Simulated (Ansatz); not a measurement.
# F-SiC-H chair monolayer in a perpendicular field

Wanted: the out-of-plane response of the F-SiC-H chair monolayer. A positive field points along +c.

Program: Ansatz 0.2.0. Level of theory: plane-wave DFT, PBE-D3(BJ), Ansatz PAW, in the first sound run; inputs show where later runs differ. Values are calculated unless marked as measured.

This is a report of a sequence of runs, with the program logs left out and the cost of each run kept.

### Step 1. Set-up

The cell holds 4 atoms: 1 H, 1 C, 1 Si and 1 F. Its edges and angles: a = 3.086 Å, b = 3.086 Å, c = 37.773 Å, α = 90.0°, β = 90.0°, γ = 120.0°. Vacuum lies along c.

### Step 2. Relaxation

The starting cell is a guess, so the in-plane lattice and the atoms are relaxed first, with the slab cut off from its images along the normal.

input.yaml

```yaml
crystal:
  lattice:
    - [3.0855, 0.0, 0.0]
    - [-1.54275, 2.6721213834, 0.0]
    - [0.0, 0.0, 37.7733333313]
  atoms:
    - { symbol: H, position: [0.6666666667, 0.3333333333, 0.455347688] }
    - { symbol: C, position: [0.6666666667, 0.3333333333, 0.48367455] }
    - { symbol: Si, position: [0.3333333333, 0.6666666667, 0.5001764914] }
    - { symbol: F, position: [0.3333333333, 0.6666666667, 0.544652312] }
  periodic: [true, true, false]
kpoints:
  mp_grid: { grid: [12, 12, 1] }
hamiltonian:
  xc: pbe
  dispersion: d3bj
scf:
  occupations: { method: fermi_dirac, width: 0.05 }
  convergence: { dr2_threshold: 1.0e-09 }
relax:
  f_tol: 0.004
  max_steps: 90
  cell: {}
output:
  write_potential: true
  write_density: true
  volumetric_format: npy
```

On the command line:

```sh
ansatz run input.yaml --threads 2 --pin off --max-ram 3072MiB --backend cpu --events-out ev --progress --plain --runs-dir out
```

The job ended after 21 s (2 threads of Arm Neoverse V2, shared host; peak memory 0.55 GiB).

Relaxation path:

```csv
step,energy less that of the first step (eV),largest force component (eV/Å),volume (Å³)
1,0.0000,2.4473,311.43
2,-0.1217,1.4965,317.84
3,-0.1596,0.2651,317.81
4,-0.1608,0.0348,317.54
5,-0.1609,0.0021,317.47
6*,-0.1638,0.0014,317.47
```

Relaxation steps marked * repeat the geometry before them on a plane-wave basis chosen anew for their cell, so energy and pressure can jump there.

The run keeps the 6 symmetry operations that the program found, so distortions that break them were not tested.

```csv
cell as run,before,after,change
a (Å),3.086,3.115,+1.0 %
b (Å),3.086,3.115,+1.0 %
```

The atoms that moved most (Å, along periodic axes as changes of fractional coordinates times the final cell, across vacuum about the mean position):

```csv
atom,dx,dy,dz,length
F4,0.000,0.000,-0.084,0.084
C2,0.000,0.000,0.061,0.061
H1,0.000,0.000,0.024,0.024
```

The relaxed structure:

```xyz
4
Lattice="3.1152 0.0000 0.0000 -1.5576 2.6979 0.0000 0.0000 0.0000 37.7733" Properties=species:S:1:pos:R:3
H     1.5576    0.8993   17.2241
C     1.5576    0.8993   18.3306
Si    0.0000    1.7986   18.8926
F     0.0000    1.7986   20.4894
```

This step gave:

```
gap on the k-mesh : 3.496 eV
```

The lattice constant a goes from 3.086 to 3.115 Å.

### Step 3. Single point, field 0

A sawtooth potential applies the field, turning back in the middle of the vacuum. With the dipole correction the typed value is the field outside the slab. The induced dipole is small, so the SCF threshold is tight.

The cell differs from the one that the last finished run ended in (c 37.773 → 21.265 Å).

input.yaml

```yaml
crystal:
  lattice:
    - [3.115242408, 0.0, 0.0]
    - [-1.557621204, 2.6978790642, 0.0]
    - [0.0, 0.0, 21.2653175968]
  atoms:
    - { symbol: H, position: [0.6666666667, 0.3333333333, 0.4232243398] }
    - { symbol: C, position: [0.6666666667, 0.3333333333, 0.4752547505] }
    - { symbol: Si, position: [0.3333333333, 0.6666666667, 0.5016827569] }
    - { symbol: F, position: [0.3333333333, 0.6666666667, 0.5767756602] }
kpoints:
  mp_grid: { grid: [18, 18, 1] }
  band_path:
    path: [[0, 0, 0], [0.5, 0, 0], [0.33333333, 0.33333333, 0], [0, 0, 0]]
    npoints: 16
hamiltonian:
  xc: pbe
  dispersion: d3bj
scf:
  occupations: { method: fermi_dirac, width: 0.05 }
  convergence: { dr2_threshold: 1.0e-10 }
efield:
  axis: 3
  dipole_correction: true
  ramp_position: 0.97
  ramp_width: 0.06
  amplitude: 0
output:
  dos: { projected: true, e_range: [-6, 5] }
  bader: true
  write_potential: true
  write_density: true
  volumetric_format: npy
  elf: true
```

Wall time 28 s (2 threads); peak memory 0.47 GiB.

Numbers from this step:

- gap on the k-mesh: 3.498 eV
- dipole along the normal: -0.1991 e·Å
- gap along the path: 3.498 eV
- smallest direct gap along the path: 3.498 eV
- step between the vacuum levels: 4.286 eV
- ionisation energy, upper face: 8.598 eV
- electron affinity, upper face: 5.100 eV
- ionisation energy, lower face: 4.312 eV
- gap, the smaller of path and mesh: 3.498 eV

Running mean over a fixed 2.5 Å (it still follows the layers) of the planar mean; the ramp of the sawtooth is left out. The electron's electrostatic potential energy less the Fermi level by z:

```csv
z (Å),electron's electrostatic potential energy less the Fermi level (eV)
2.95,2.55
3.40,2.55
3.84,2.55
4.13,2.55
4.58,2.55
5.02,2.55
5.46,2.55
5.91,2.55
6.20,2.55
6.65,2.54
7.09,2.50
7.53,2.31
7.97,1.77
8.42,1.09
8.71,-0.153
9.16,-3.34
9.60,-6.50
10.04,-8.41
10.48,-8.60
10.78,-8.71
11.22,-7.94
11.67,-4.79
12.11,-0.925
12.55,1.92
12.85,2.97
13.29,4.37
13.73,5.92
14.18,6.73
14.62,6.82
15.06,6.84
15.36,6.84
15.80,6.84
16.24,6.84
16.69,6.84
17.13,6.84
17.43,6.84
17.87,6.84
18.31,6.84
```

The density of states has structure finer than the step of the table below, so its rows give means over 0.25 eV. Peaks (eV: height): -5.940: 3.96, -5.280: 4.68, -4.650: 9.76, -4.590: 9.52, -4.370: 3.00.

Table of density of states by energy, zero at the Fermi level of the run, which the smearing sets inside the gap; means over each step:

```csv
energy (eV),density of states (states/eV a cell)
-5.75,2.30
-5.50,2.16
-5.25,3.43
-5.00,3.13
-4.75,2.40
-4.50,4.24
-4.25,1.58
-4.00,0.989
-3.75,0.929
-3.50,0.987
-3.25,1.27
-3.00,1.24
-2.75,0.840
-2.50,0.683
-2.25,0.586
-2.00,0.531
-1.75,0.191
-1.50,0
-1.25,0
-1.00,0
-0.75,0
-0.50,0
-0.25,0
0.00,0
0.25,0
0.50,0
0.75,0
1.00,0
1.25,0
1.50,0
1.75,0.180
2.00,0.378
2.25,0.382
2.50,0.393
2.75,0.790
3.00,1.03
3.25,1.57
3.50,1.26
```

Projected DOS per atom over height of the atomic layer and energy from the Fermi level. Layers: H C Si F from below.

Ten even steps from '_' (0.00 states/eV) to '@' (2.06 states/eV), each cell a mean:
```
____..__
____..__
________
________
________
________
________
________
________
________
________
________
__..____
__::____
__::____
__==..__
__::__..
__::__..
..++__@@
__..__%%
__::..@@
__--..**
```
Columns: height of the atomic layer (Å) from 9 to 12.3 (not evenly spaced); rows upwards: energy from the Fermi level (eV) from -5.96 to 3.67.

The electronic bands at the labelled points (eV, zero at the Fermi level of the run, which the smearing sets inside the gap):

```csv
point,band 5,band 6,band 7,band 8,band 9,band 10,band 11,band 12
Γ,-4.83,-4.83,-1.76,-1.76,1.74,3.10,3.67,4.50
halfway,-5.29,-5.05,-4.34,-2.54,2.90,3.76,4.39,5.59
M,-6.12,-5.28,-4.66,-3.09,2.65,4.56,5.88,7.36
halfway,-6.17,-5.73,-4.58,-4.08,3.83,5.72,6.19,7.14
K,-6.57,-5.98,-4.83,-4.39,5.02,5.35,6.73,7.81
halfway,-5.60,-5.16,-4.36,-3.26,3.29,4.46,4.80,6.12
Γ,-4.83,-4.83,-1.76,-1.76,1.74,3.10,3.67,4.50
```

ELF in the ca plane at fractional y = 0.333, with atoms of H and C within 0.2 Å of it. It is the smooth field of the valence electrons, not physical close to the nuclei.

Values, 5 rows by 16 columns, each cell a mean:
```
0.00 0.00 0.00 0.00 0.00 0.02 0.44 0.80 0.70 0.64 0.09 0.07 0.00 0.00 0.00 0.00
0.00 0.00 0.00 0.00 0.00 0.05 0.72 0.99 0.46 0.52 0.04 0.00 0.00 0.00 0.00 0.00
0.00 0.00 0.00 0.00 0.00 0.02 0.44 0.80 0.69 0.64 0.10 0.08 0.00 0.00 0.00 0.00
0.00 0.00 0.00 0.00 0.00 0.00 0.03 0.14 0.46 0.44 0.37 0.37 0.03 0.00 0.00 0.00
0.00 0.00 0.00 0.00 0.00 0.00 0.02 0.12 0.45 0.43 0.38 0.39 0.03 0.00 0.00 0.00
```
Columns run along c (16.0 Å, from fractional 0.07 to 0.83 of the cell), rows up along a (3.1 Å). Atoms in or near the plane, at fractional coordinates: H at (0.42, 0.67), C at (0.48, 0.67).

Electrostatic potential energy in the ca plane at fractional y = 0.333, with atoms of H and C within 0.2 Å of it. With pseudopotentials it is smooth inside the atoms' cores, unlike the true potential.

Ten even steps from '0' (-25 eV) to '9' (4 eV), each cell a mean:
```
99999999999998888887645678899999999999999999
99999999999998888623000478999999999999999999
99999999999998888300000378999999999999999999
99999999999998888634100578999999999999999999
99999999999998888888655678899999999999999999
99999999999998888888765457899999999999999999
99999999999998888888764357889999999999999999
99999999999998888888765567899999999999999999
```
Columns run along c (16.0 Å, from fractional 0.11 to 0.86 of the cell; values clipped at the 3rd and 97th percentile), rows up along a (3.1 Å). Atoms in or near the plane, at fractional coordinates: H at (0.42, 0.67), C at (0.48, 0.67).

Valence density in the ca plane at fractional y = 0.333, with atoms of H and C within 0.2 Å of it. It is the smooth field of the valence electrons, not physical close to the nuclei.

Ten steps, logarithmic in the rise over the least value, from '0' (0.0 e/Å³) to '9' (1.8 e/Å³), each cell a mean:
```
00000000000001356788764333210000000000000000
00000000000012578999864221100000000000000000
00000000000013699999864211000000000000000000
00000000000012578899864222100000000000000000
00000000000001345788764443210000000000000000
00000000000000123566655565420000000000000000
00000000000000113456655666420000000000000000
00000000000000124567654555320000000000000000
```
Columns run along c (16.0 Å, from fractional 0.16 to 0.92 of the cell), rows up along a (3.1 Å). Atoms in or near the plane, at fractional coordinates: H at (0.42, 0.67), C at (0.48, 0.67).

The gap is 3.50 eV, with the valence edge 8.60 eV and the conduction edge 5.10 eV under the upper vacuum level.

### Step 4. Atoms held, field 0.1 V/Å

input.yaml: that of step 3 with these lines changed.

```diff
@@ -26,6 +26,4 @@
   ramp_width: 0.06
-  amplitude: 0
+  amplitude: 0.1
 output:
-  dos: { projected: true, e_range: [-6, 5] }
-  bader: true
   write_potential: true
@@ -33,2 +31 @@
   volumetric_format: npy
-  elf: true
```

It took 6.6 s on 2 threads; peak memory 0.43 GiB; 13 s of CPU time.

The dipole is -0.184 e·Å, 0.0150 e·Å from its value without field, and the gap 3.311 eV.

### Step 5. Atoms held, field -0.1 V/Å

input.yaml: that of step 4 with these lines changed.

```diff
@@ -26,3 +26,3 @@
   ramp_width: 0.06
-  amplitude: 0.1
+  amplitude: -0.1
 output:
```

Wall time 6.5 s (2 threads); peak memory 0.42 GiB.

The dipole is -0.214 e·Å, -0.0150 e·Å from its value without field, and the gap 3.663 eV.

### Step 6. Atoms held, field 0.2 V/Å

input.yaml: that of step 5 with these lines changed.

```diff
@@ -26,3 +26,3 @@
   ramp_width: 0.06
-  amplitude: -0.1
+  amplitude: 0.2
 output:
```

Run time: 6.6 s. Hardware: 2 threads; peak memory 0.42 GiB; 13 s of CPU time.

The dipole is -0.169 e·Å, 0.0301 e·Å from its value without field, and the gap 3.088 eV.

### Step 7. Single point, field -0.2 V/Å

input.yaml: that of step 6 with these lines changed.

```diff
@@ -26,3 +26,3 @@
   ramp_width: 0.06
-  amplitude: 0.2
+  amplitude: -0.2
 output:
```

The job ended after 6.5 s (2 threads; peak memory 0.42 GiB).

The dipole is -0.229 e·Å, -0.0300 e·Å from its value without field, and the gap 3.812 eV.

### Step 8. Single point, field 0.35 V/Å

input.yaml: that of step 7 with these lines changed.

```diff
@@ -26,4 +26,6 @@
   ramp_width: 0.06
-  amplitude: -0.2
+  amplitude: 0.35
 output:
+  dos: { projected: true, e_range: [-6, 5] }
+  bader: true
   write_potential: true
@@ -31 +33,2 @@
   volumetric_format: npy
+  elf: true
```

Run time: 29 s. Hardware: 2 threads; peak memory 0.43 GiB; 57 s of CPU time.

The dipole is -0.146 e·Å, 0.0529 e·Å from its value without field, and the gap 2.673 eV.

### Step 9. Response, atoms held

This step: plane-wave DFT, PBE-D3(BJ), Ansatz PAW; response to a field along the normal, atoms held (Ansatz 0.2.0).

The dipoles give the slope, and the difference of two potentials shows where the field is screened.

Numbers from this step:

```
equivalent conductor thickness p/(ε₀AE) : 3.234 Å
distance between the outer atoms        : 3.265 Å
```

The dipole of the cell by applied field:

```csv
applied field (V/Å),dipole of the cell (e·Å)
-0.200,-0.229
-0.100,-0.214
0.000,-0.199
0.100,-0.184
0.200,-0.169
0.350,-0.146
```

Local field over the applied field, running mean. From the potentials at -0.1 and 0.1 V/Å; running mean over 2.5 Å. The local field over applied field by z:

```csv
z (Å),local field over applied field
4.5,1.000
5.0,1.000
5.5,0.999
6.0,0.996
6.5,0.988
7.0,0.963
7.5,0.900
8.0,0.777
8.5,0.621
9.0,0.455
9.5,0.297
10.0,0.227
10.5,0.228
11.0,0.257
11.5,0.331
12.0,0.465
12.5,0.585
13.0,0.704
13.5,0.832
14.0,0.932
14.5,0.982
15.0,0.996
15.5,0.999
16.0,1.000
16.5,1.000
17.0,1.000
```

The induced electron density oscillates, so the rows of the table below give means over 0.5 Å (shorter at the two ends). Its distinct maxima (Å: e/Å³ per V/Å): 8.86: 0.00373, 10.04: 0.00219, 11.52: 0.00135. Distinct minima: 9.60: 2.8e-4, 10.78: -0.00382, 12.85: -0.00346.

Electrons, planar mean, per unit field. Induced electron density against z; means over each step:

```csv
z (Å),induced electron density (e/Å³ per V/Å)
4.5,3.2e-7
5.0,1.2e-6
5.5,4.2e-6
6.0,1.5e-5
6.5,5.2e-5
7.0,1.7e-4
7.5,5.2e-4
8.0,0.00140
8.5,0.00298
9.0,0.00306
9.5,7.8e-4
10.0,0.00149
10.5,-0.00156
11.0,-0.00248
11.5,8.5e-4
12.0,-7.6e-4
12.5,-0.00227
13.0,-0.00282
13.5,-0.00108
14.0,-2.7e-4
14.5,-6.2e-5
15.0,-1.2e-5
15.5,-2.3e-6
16.0,-4.3e-7
16.5,-7.4e-8
```

The smaller of the gaps on the path and on the k-mesh, counted as 0 under 0.03 eV; in a wide-gap layer a fall can come from a state in the tilted vacuum. The gap by applied field:

```csv
applied field (V/Å),gap (eV)
-0.200,3.81
-0.100,3.66
0.000,3.50
0.100,3.31
0.200,3.09
0.350,2.67
```

By hand: between -0.1 and 0.1 V/Å the dipole changes by 0.03004 e·Å, a slope of 0.1502 e·Å²/V. A perfect conductor of thickness t has p = ε₀AEt, so t = 180.95 × 0.1502 / 8.405 = 3.23 Å (e/ε₀ = 180.95 V·Å, A in Å²).

The induced dipole is that of a conductor 3.23 Å thick.

### Step 10. Field on, atoms free, field 0.1 V/Å

This step: plane-wave DFT, PBE-D3(BJ), Ansatz PAW (Ansatz 0.2.0).

Now the atoms may follow the field. A weak field makes forces of meV/Å to tens of meV/Å, so the force tolerance is set well below the usual one.

input.yaml, the sections that differ from step 8:

```yaml
kpoints:
  mp_grid: { grid: [12, 12, 1] }
efield:
  axis: 3
  dipole_correction: true
  ramp_position: 0.97
  ramp_width: 0.06
  amplitude: 0.1
relax:
  f_tol: 0.001
  max_steps: 60
output:
  write_potential: true
  write_density: true
  volumetric_format: npy
# crystal, hamiltonian, scf: as in step 8
```

Run time: 5 s. Hardware: 2 threads; peak memory 0.4 GiB.

Hardly anything moved in the relaxation; the energy changed by under 0.2 meV an atom.

This step gave:

| Item | Value |
| --- | --- |
| gap on the k-mesh | 3.307 eV |
| dipole along the normal | -0.1831 e·Å |

The relaxation took 3 steps and lowered the energy by 4.7e-5 eV; the largest force on the free atoms ends at 9.8e-4 eV/Å.

The dipole is -0.183 e·Å, 0.0160 e·Å from its value without field, and the gap on the mesh 3.307 eV.

### Step 11. Relaxing in the field, field -0.1 V/Å

The opposite sign, again from the field-free geometry; the difference of the two cancels what relaxes without a field.

input.yaml: that of step 10 with these lines changed.

```diff
@@ -23,3 +23,3 @@
   ramp_width: 0.06
-  amplitude: 0.1
+  amplitude: -0.1
 relax:
```

Elapsed: 6 s, on 2 threads; peak memory 0.4 GiB; 12 s of CPU time.

No atom moved by 0.005 Å in the relaxation.

Numbers from this step:

```
gap on the k-mesh       : 3.667 eV
dipole along the normal : -0.2151 e·Å
```

The relaxation took 4 steps and lowered the energy by 5.3e-5 eV; the largest force on the free atoms ends at 3.3e-4 eV/Å.

The dipole is -0.215 e·Å, -0.0160 e·Å from its value without field, and the gap on the mesh 3.667 eV.

### Step 12. Response, atoms relaxed

This step: plane-wave DFT, PBE-D3(BJ), Ansatz PAW; response to a field along the normal, atoms relaxed (Ansatz 0.2.0).

The same analysis on the two relaxed runs holds the ionic part too; their mesh is coarser, so small differences from the held value can come from that.

This step gave:

```
equivalent conductor thickness p/(ε₀AE) : 3.449 Å
```

Dipole of the cell against applied field:

```csv
applied field (V/Å),dipole of the cell (e·Å)
-0.1000,-0.215
0.1000,-0.183
```

Local field over the applied field, running mean. From the potentials at -0.1 and 0.1 V/Å; running mean over 2.5 Å. Table of local field over applied field by z:

```csv
z (Å),local field over applied field
4.13,1.000
4.43,1.000
4.87,1.000
5.17,1.000
5.61,0.999
5.91,0.997
6.20,0.994
6.65,0.983
6.94,0.968
7.24,0.939
7.68,0.867
7.97,0.809
8.42,0.663
8.71,0.613
9.01,0.543
9.45,0.309
9.75,0.162
10.04,0.103
10.48,0.0973
10.78,0.131
11.22,0.138
11.52,0.169
11.81,0.288
12.26,0.535
12.55,0.637
12.85,0.688
13.29,0.789
13.59,0.851
14.03,0.927
14.32,0.968
14.62,0.986
15.06,0.997
15.36,0.999
15.65,0.999
16.10,1.000
16.39,1.000
16.84,1.000
17.13,1
```

Electrons, planar mean, per unit field. Induced electron density against z:

z (Å), induced electron density (e/Å³ per V/Å) and a bar from the least value:
```
     4.13    0.00000 #################
     4.43    0.00000 #################
     4.87    0.00000 #################
     5.17    0.00000 #################
     5.61    0.00001 #################
     5.91    0.00001 #################
     6.20    0.00002 #################
     6.65    0.00007 #################
     6.94    0.00014 #################
     7.24    0.00027 #################
     7.68    0.00072 ###################
     7.97    0.00134 ####################
     8.42    0.00302 ########################
     8.71    0.00442 ############################
     9.01    0.00363 ##########################
     9.45    0.00019 #################
     9.75   -0.00061 ###############
    10.04    0.00048 ##################
    10.48   -0.00303 #########
    10.78   -0.00389 #######
    11.22    0.00002 #################
    11.52    0.00381 ##########################
    11.81    0.00521 ##############################
    12.26   -0.00134 #############
    12.55   -0.00650 
    12.85   -0.00524 ###
    13.29   -0.00190 ############
    13.59   -0.00085 ##############
    14.03   -0.00024 ################
    14.32   -0.00009 ################
    14.62   -0.00004 #################
    15.06   -0.00001 #################
    15.36    0.00000 #################
    15.65    0.00000 #################
    16.10    0.00000 #################
    16.39    0.00000 #################
    16.84    0.00000 #################
    17.13    0.00000 #################
```

The induced dipole is that of a conductor 3.45 Å thick.

### Step 13. Same geometry, cutoff 420 eV, functional LDA

This step: plane-wave DFT, LDA, Ansatz PAW (Ansatz 0.2.0).

The geometry is kept and the functional is LDA; other changes against the main runs: SCF threshold 1.0e-10 → 1.0e-09 eV, k-mesh 18×18×1 → 12×12×1 and no dispersion term, which doesn't act on the electrons.

input.yaml: that of step 11 with these lines changed.

```diff
@@ -13,7 +13,6 @@
 hamiltonian:
-  xc: pbe
-  dispersion: d3bj
+  xc: lda
 scf:
   occupations: { method: fermi_dirac, width: 0.05 }
-  convergence: { dr2_threshold: 1.0e-10 }
+  convergence: { dr2_threshold: 1.0e-09 }
 efield:
@@ -23,6 +22,3 @@
   ramp_width: 0.06
-  amplitude: -0.1
-relax:
-  f_tol: 0.001
-  max_steps: 60
+  amplitude: 0.1
 output:
```

Wall time 2.8 s (2 threads); peak memory 0.37 GiB.

Read from the output:

| Property | Result |
| --- | --- |
| dipole along the normal | -0.1887 e·Å |

The dipole is -0.189 e·Å.

### Step 14. Same geometry, cutoff 420 eV, functional LDA (run 2)

The same run in the opposite field.

input.yaml: that of step 13 with these lines changed.

```diff
@@ -22,3 +22,3 @@
   ramp_width: 0.06
-  amplitude: 0.1
+  amplitude: -0.1
 output:
```

The job ended after 2.7 s (2 threads; peak memory 0.37 GiB; 5.3 s of CPU time).

The dipole is -0.219 e·Å.

(Part 1 of 2 ends here.)

[Long decimals in the printed logs are rounded to 6 places.]

[Logs are printed without paths, hosts, clocks, repeated set-up lines and the standing remarks that a program may print on its own settings, such as how far it seeks lower states.]

[Hosts, paths, dates, database ids (printed as entryN), source tags and the programs' standing remarks are cut or masked in the printed files.]

[Maps of the electrostatic potential energy from Ansatz leave out the sawtooth potential of an applied field or a dipole correction, so their vacuum need not be flat; planar profiles and work functions include it.]

[The density of states shown here was stored with 400 of the rows of the run's finer table, so its peaks can read low, often by over a quarter, or be missed, and its means over a window can be off by a tenth or more.]
